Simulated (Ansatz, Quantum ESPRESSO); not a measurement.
# Screening and band shifts of Hf2COF MXene, 1 layer, part 2 of 6

How does Hf2COF MXene, 1 layer respond to a gate-like field without added charge?

Quantum ESPRESSO 7.5; plane-wave DFT, PBE, GBRV ultrasoft pseudopotentials; geometry and cross-check by Ansatz 0.2.0 with PAW datasets.

So far: The starting structure; Geometry from Ansatz.

### 3. Self-consistent run: no field

The zero-field run is the reference. tefield and dipfield are on already, so that all runs share k-points and boundary.

Level of this step: plane-wave DFT, PBE, GBRV ultrasoft pseudopotentials (Quantum ESPRESSO 7.5).

File f0.in:

```
&control
  prefix = 'f0'
  outdir = './out'
  pseudo_dir = './pseudo'
  calculation = 'scf'
  tprnfor = .true.
  tefield = .true.
  dipfield = .true.
/
&system
  ibrav = 0
  nat = 5
  ntyp = 4
  ecutwfc = 40
  ecutrho = 200
  occupations = 'smearing'
  smearing = 'fd'
  degauss = 0.004
  edir = 3
  emaxpos = 0.97
  eopreg = 0.04
  eamp = 0.0
/
&electrons
  conv_thr = 1e-09
  mixing_beta = 0.4
  electron_maxstep = 120
  mixing_mode = 'plain'
/
ATOMIC_SPECIES
  F   18.9984  f_pbe_v1.4.uspp.F.UPF
  Hf  178.4900  hf_pbe_v1.uspp.F.UPF
  C   12.0110  c_pbe_v1.2.uspp.F.UPF
  O   15.9990  o_pbe_v1.2.uspp.F.UPF
CELL_PARAMETERS angstrom
  3.26124157920203 -0.00000000000000 -0.00000000000000
  -1.63062078960102 2.82431805546704 -0.00000000000000
  -0.00000000000000 -0.00000000000000 21.77181459960000
ATOMIC_POSITIONS crystal
  F   0.333333333333 0.666666666667 0.380451953493
  Hf  0.666666666667 0.333333333333 0.441791950104
  C   0.000000000000 0.000000000000 0.496993330134
  Hf  0.333333333333 0.666666666667 0.561804036658
  O   0.666666666667 0.333333333333 0.606479370412
K_POINTS automatic
  12 12 1 0 0 0
```

Launch:

```
> OMP_NUM_THREADS=1 mpirun -n 4 pw.x -nk 4 -in f0.in > f0.out
```

What it wrote:

```text
Program PWSCF v.7.5 starts
[citation notice left out]

     Parallel version (MPI & OpenMP), running on       4 processor cores
     Number of MPI processes:                 4
     Threads/MPI process:                     1

     MPI processes distributed on     1 nodes
[...]
Current dimensions of program PWSCF are:
     Max number of different atomic species (ntypx) = 10
     Max number of k-points (npk) =  40000
     Max angular momentum in pseudopotentials (lmaxx) =  4
     Presently no symmetry can be used with electric field

     K-points division:     npool     =       4
     Subspace diagonalization in iterative solution of the eigenvalue problem:
     a serial algorithm will be used

     G-vector sticks info
     --------------------
     sticks:   dense  smooth     PW     G-vecs:    dense   smooth      PW
     Sum         517     421    139                64601    46413    8995

     Using Slab Decomposition

     bravais-lattice index     =            0
     lattice parameter (alat)  =       6.1629  a.u.
     unit-cell volume          =    1353.2804 (a.u.)^3
     number of atoms/cell      =            5
     number of atomic types    =            4
     number of electrons       =        41.00
     number of Kohn-Sham states=           25
     kinetic-energy cutoff     =      40.0000  Ry
     charge density cutoff     =     200.0000  Ry
     scf convergence threshold =      1.0E-09
     mixing beta               =       0.4000
     number of iterations used =            8  plain     mixing
     Exchange-correlation= SLA  PW   PBE  PBE
                           (   1   4   3   4   0   0   0)

     celldm(1)=   6.162853  celldm(2)=   0.000000  celldm(3)=   0.000000
     celldm(4)=   0.000000  celldm(5)=   0.000000  celldm(6)=   0.000000

     crystal axes: (cart. coord. in units of alat)
               a(1) = (   1.000000  -0.000000  -0.000000 )
               a(2) = (  -0.500000   0.866025  -0.000000 )
               a(3) = (  -0.000000  -0.000000   6.675928 )

     reciprocal axes: (cart. coord. in units 2 pi/alat)
               b(1) = (  1.000000  0.577350  0.000000 )
               b(2) = (  0.000000  1.154701  0.000000 )
               b(3) = (  0.000000  0.000000  0.149792 )

     PseudoPot. # 1 for F  read from file:
     ./pseudo/f_pbe_v1.4.uspp.F.UPF
     Pseudo is Ultrasoft, Zval =  7.0
     Generated by new atomic code, or converted to UPF format
     Using radial grid of  799 points,  4 beta functions with:
                l(1) =   0
                l(2) =   0
                l(3) =   1
                l(4) =   1
     Q(r) pseudized with  8 coefficients,  rinner =    0.950   0.950   0.950

     PseudoPot. # 2 for Hf read from file:
     ./pseudo/hf_pbe_v1.uspp.F.UPF
     Pseudo is Ultrasoft + core correction, Zval = 12.0
     Generated by new atomic code, or converted to UPF format
     Using radial grid of  921 points,  8 beta functions with:
                l(1) =   0
                l(2) =   0
                l(3) =   0
                l(4) =   1
                l(5) =   1
                l(6) =   2
                l(7) =   2
                l(8) =   3
     Q(r) pseudized with  6 coefficients,  rinner =    1.200   1.200   1.200
                                                       1.200   1.200   1.200
                                                       1.200

     PseudoPot. # 3 for C  read from file:
     ./pseudo/c_pbe_v1.2.uspp.F.UPF
     Pseudo is Ultrasoft + core correction, Zval =  4.0
     Generated by new atomic code, or converted to UPF format
     Using radial grid of  721 points,  4 beta functions with:
                l(1) =   0
                l(2) =   0
                l(3) =   1
                l(4) =   1
     Q(r) pseudized with  8 coefficients,  rinner =    1.100   1.100   1.100

     PseudoPot. # 4 for O  read from file:
     ./pseudo/o_pbe_v1.2.uspp.F.UPF
     Pseudo is Ultrasoft + core correction, Zval =  6.0
     Generated by new atomic code, or converted to UPF format
     Using radial grid of  737 points,  5 beta functions with:
                l(1) =   0
                l(2) =   0
                l(3) =   1
                l(4) =   1
                l(5) =   2
     Q(r) pseudized with  8 coefficients,  rinner =    0.900   0.900   0.900
                                                       0.900   0.900

     atomic species   valence    mass     pseudopotential
     F                 7.00    18.99840     F ( 1.00)
     Hf               12.00   178.49000     Hf( 1.00)
     C                 4.00    12.01100     C ( 1.00)
     O                 6.00    15.99900     O ( 1.00)

     No symmetry found

   Cartesian axes

     site n.     atom                  positions (alat units)
         1        F      tau(   1) = (  -0.0000000   0.5773503   2.5398699  )
         2        Hf     tau(   2) = (   0.5000000   0.2886751   2.9493713  )
         3        C      tau(   3) = (   0.0000000   0.0000000   3.3178918  )
         4        Hf     tau(   4) = (  -0.0000000   0.5773503   3.7505634  )
         5        O      tau(   5) = (   0.5000000   0.2886751   4.0488127  )

     number of k points=    74  Fermi-Dirac smearing, width (Ry)=  0.0040
                       cart. coord. in units 2pi/alat
        k(    1) = (   0.0000000   0.0000000   0.0000000), wk =   0.0138889
        k(    2) = (   0.0000000   0.0962250   0.0000000), wk =   0.0277778
        k(    3) = (   0.0000000   0.1924501   0.0000000), wk =   0.0277778
        k(    4) = (   0.0000000   0.2886751   0.0000000), wk =   0.0277778
        k(    5) = (   0.0000000   0.3849002   0.0000000), wk =   0.0277778
        k(    6) = (   0.0000000   0.4811252   0.0000000), wk =   0.0277778
        k(    7) = (   0.0000000  -0.5773503   0.0000000), wk =   0.0138889
        k(    8) = (   0.0833333   0.0481125   0.0000000), wk =   0.0277778
        k(    9) = (   0.0833333   0.1443376   0.0000000), wk =   0.0277778
        k(   10) = (   0.0833333   0.2405626   0.0000000), wk =   0.0277778
[...]
k(   74) = (  -0.5000000  -0.8660254   0.0000000), wk =   0.0138889

     Dense  grid:    64601 G-vectors     FFT dimensions: (  27,  27, 192)

     Smooth grid:    46413 G-vectors     FFT dimensions: (  25,  25, 180)

     Estimated max dynamical RAM per process >     199.05 MB

     Estimated total dynamical RAM >     748.88 MB

     Check: negative core charge=   -0.000017

     Initial potential from superposition of free atoms

     starting charge      37.0000, renormalised to      41.0000

[...]
total energy              =    -410.83458419 Ry
     estimated scf accuracy    <       0.05154459 Ry

     iteration # 13     ecut=    40.00 Ry     beta= 0.40
[...]
negative rho (up, down):  2.211E-01 0.000E+00

[...]
Dipole               -0.1432 Ry au,         -0.3639 Debye
[...]
total energy              =    -410.84120075 Ry
     estimated scf accuracy    <       0.00078094 Ry

     iteration # 14     ecut=    40.00 Ry     beta= 0.40
[...]
negative rho (up, down):  2.194E-01 0.000E+00

[...]
Dipole               -0.1666 Ry au,         -0.4234 Debye
[...]
total energy              =    -410.84129287 Ry
     estimated scf accuracy    <       0.00059719 Ry

     iteration # 15     ecut=    40.00 Ry     beta= 0.40
[...]
negative rho (up, down):  2.194E-01 0.000E+00

[...]
Dipole               -0.1723 Ry au,         -0.4379 Debye
[...]
total energy              =    -410.84142655 Ry
     estimated scf accuracy    <       0.00013829 Ry

     iteration # 16     ecut=    40.00 Ry     beta= 0.40
[...]
negative rho (up, down):  2.195E-01 0.000E+00

[...]
Dipole               -0.1719 Ry au,         -0.4370 Debye
[...]
total energy              =    -410.84145369 Ry
     estimated scf accuracy    <       0.00000870 Ry

     iteration # 17     ecut=    40.00 Ry     beta= 0.40
[...]
negative rho (up, down):  2.194E-01 0.000E+00

[...]
Dipole               -0.1723 Ry au,         -0.4380 Debye
[...]
total energy              =    -410.84145570 Ry
     estimated scf accuracy    <       0.00000091 Ry

     iteration # 18     ecut=    40.00 Ry     beta= 0.40
[...]
negative rho (up, down):  2.194E-01 0.000E+00

[...]
Dipole               -0.1723 Ry au,         -0.4380 Debye
[...]
total energy              =    -410.84145584 Ry
     estimated scf accuracy    <       0.00000015 Ry

     iteration # 19     ecut=    40.00 Ry     beta= 0.40
[...]
negative rho (up, down):  2.194E-01 0.000E+00

[...]
Dipole               -0.1724 Ry au,         -0.4382 Debye
[...]
total energy              =    -410.84145587 Ry
     estimated scf accuracy    <       0.00000005 Ry

     iteration # 20     ecut=    40.00 Ry     beta= 0.40
[...]
negative rho (up, down):  2.194E-01 0.000E+00

[...]
Dipole               -0.1724 Ry au,         -0.4382 Debye
[...]
total energy              =    -410.84145587 Ry
     estimated scf accuracy    <          5.3E-09 Ry

     iteration # 21     ecut=    40.00 Ry     beta= 0.40
[...]
negative rho (up, down):  2.194E-01 0.000E+00

[...]
Dipole               -0.1724 Ry au,         -0.4382 Debye
[...]
total energy              =    -410.84145587 Ry
     estimated scf accuracy    <          5.2E-09 Ry

     iteration # 22     ecut=    40.00 Ry     beta= 0.40
[...]
negative rho (up, down):  2.194E-01 0.000E+00

[...]
Dipole               -0.1724 Ry au,         -0.4382 Debye
[...]
End of self-consistent calculation

          k = 0.0000 0.0000 0.0000 (  5831 PWs)   bands (ev):

   -61.3777 -60.9083 -30.3362 -29.8663 -29.8663 -29.6783 -29.3683 -29.3683
   -24.6307 -17.4293 -10.3603  -6.6159  -6.1860  -6.1860  -4.3584  -3.7330
    -3.7330  -1.9383  -0.8360  -0.8360   2.4723   2.4723   2.4837   3.1051
     4.0004

          k = 0.0000 0.0962 0.0000 (  5795 PWs)   bands (ev):

   -61.3757 -60.9062 -30.3225 -29.9173 -29.8751 -29.6688 -29.4117 -29.3769
   -24.6204 -17.3879 -10.3071  -6.6096  -6.2248  -6.1854  -4.2908  -3.7817
    -3.6767  -1.8366  -1.1474  -0.9010   2.1021   2.5853   2.8033   3.0816
     4.0999

          k = 0.0000 0.1925 0.0000 (  5757 PWs)   bands (ev):

   -61.3700 -60.9004 -30.2858 -30.0446 -29.8992 -29.6595 -29.5204 -29.4007
   -24.5949 -17.2838 -10.1534  -6.5893  -6.3226  -6.1883  -4.1950  -3.7730
    -3.5327  -1.9862  -1.5068  -1.0487   1.6605   2.7720   2.9457   3.4536
     4.4114

          k = 0.0000 0.2887 0.0000 (  5769 PWs)   bands (ev):

   -61.3623 -60.8926 -30.2498 -30.1931 -29.9321 -29.7251 -29.5902 -29.4330
   -24.5664 -17.1629  -9.9135  -6.6016  -6.4147  -6.2021  -4.2734  -3.5474
    -3.3676  -2.5383  -1.5528  -1.1784   1.2530   2.9004   3.5650   3.9509
     4.6624

          k = 0.0000 0.3849 0.0000 (  5789 PWs)   bands (ev):

   -61.3546 -60.8847 -30.3699 -30.1829 -29.9647 -29.8539 -29.5868 -29.4650
   -24.5445 -17.0662  -9.6158  -6.7710  -6.3916  -6.2257  -4.5196  -3.3139
    -3.2528  -2.6955  -1.7744  -1.2216   0.9851   3.4253   4.1696   4.3761
     5.0630

          k = 0.0000 0.4811 0.0000 (  5794 PWs)   bands (ev):

   -61.3489 -60.8790 -30.4779 -30.1661 -29.9884 -29.9353 -29.5790 -29.4883
   -24.5322 -17.0103  -9.3314  -7.0191  -6.3038  -6.2484  -4.8108  -3.2067
    -3.1274  -2.5831  -2.0337  -1.1981   0.8630   3.9736   4.3860   5.1710
     5.5245

[...]
the Fermi energy is     1.5619 ev

!    total energy              =    -410.84145587 Ry
     estimated scf accuracy    <          5.4E-10 Ry
     smearing contrib. (-TS)   =      -0.00127070 Ry
     internal energy E=F+TS    =    -410.84018517 Ry

     The total energy is F=E-TS. E is the sum of the following terms:
     one-electron contribution =   -2329.43539731 Ry
     hartree contribution      =    1168.04205485 Ry
     xc contribution           =    -171.95741466 Ry
     ewald contribution        =     922.51029598 Ry
     electric field correction =       0.00027597 Ry

     convergence has been achieved in  22 iterations

     negative rho (up, down):  2.194E-01 0.000E+00

     Forces acting on atoms (cartesian axes, Ry/au):

     atom    1 type  1   force =     0.00000003   -0.00000001    0.00368050
     atom    2 type  2   force =     0.00000001    0.00000000   -0.00252665
     atom    3 type  3   force =    -0.00000001   -0.00000001   -0.00004024
     atom    4 type  2   force =    -0.00000003    0.00000002    0.00213737
     atom    5 type  4   force =     0.00000000   -0.00000000   -0.00325098

     Total force =     0.005922     Total SCF correction =     0.000081

[...]
=------------------------------------------------------------------------------=
   JOB DONE.
=------------------------------------------------------------------------------=
[key lines of the parts left out:]
Dipole field         -0.0016 Ry au,
```

It took 2.4 min on 4 MPI ranks of Arm Neoverse V1, shared host; peak memory 0.88 GiB.

Numbers from this step:

```
free energy             : -5589.7828 eV
energy at zero smearing : -5589.7741 eV
Fermi energy            : 1.562 eV
dipole along the normal : -0.09123 e·Å
```

The program's own clock; routines nest. Time by routine:

```csv
routine,wall time (s),calls
PWSCF,141.1,1
electrons,137.1,1
c_bands,115.9,22
cegterg,106.4,418
h_psi,77.25,2592
fftw,63.9,81932
vloc_psi,61.51,2592
sum_band,16.31,22
calbec,10.22,3086
add_vuspsi,7.74,2592
h_psi:calbec,7.73,2592
s_psi,7.61,2592
newd,3.41,23
init_run,2.9,1
```

The run needed 22 iterations to bring the estimated error under 1e-09 Ry; the largest force on any atom, held or free, is 0.09 eV/Å.

### 4. Potential by pp.x

The vacuum level is read from the electrostatic potential (plot_num = 11), averaged over planes.

File f0.pot.in:

```
&inputpp
  prefix = 'f0'
  outdir = './out'
  filplot = 'f0.pot.dat'
  plot_num = 11
/
```

Launch:

```
> OMP_NUM_THREADS=1 mpirun -n 4 pp.x -in f0.pot.in > f0.pot.out
```

It took 1.2 s on 4 MPI ranks; peak memory 0.14 GiB; 4.4 s of CPU time.

Read from the output:

```
work function of the upper face                                       : 5.099 eV
slope of the potential above                                          : -2.64e-5 eV/Å
upper vacuum line continued to the top atoms, over the Fermi level    : 5.099 eV
work function of the lower face                                       : 3.307 eV
slope of the potential below                                          : -4.61e-5 eV/Å
lower vacuum line continued to the bottom atoms, over the Fermi level : 3.306 eV
```

The vacuum is flat to 0.1 meV/Å, so its level is well defined. Inside the slab the curve depends on the local part of the pseudopotentials; only the vacuum level has a meaning of its own.

[end of part 2 of 6]

[Logs are printed without paths, hosts, clocks, repeated set-up lines and the standing remarks that a program may print on its own settings, such as how far it seeks lower states.]

[Hosts, paths, dates, database ids (printed as entryN), source tags and the programs' standing remarks are cut or masked in the printed files.]

[Maps of the electrostatic potential energy from Ansatz leave out the sawtooth potential of an applied field or a dipole correction, so their vacuum need not be flat; planar profiles and work functions include it.]
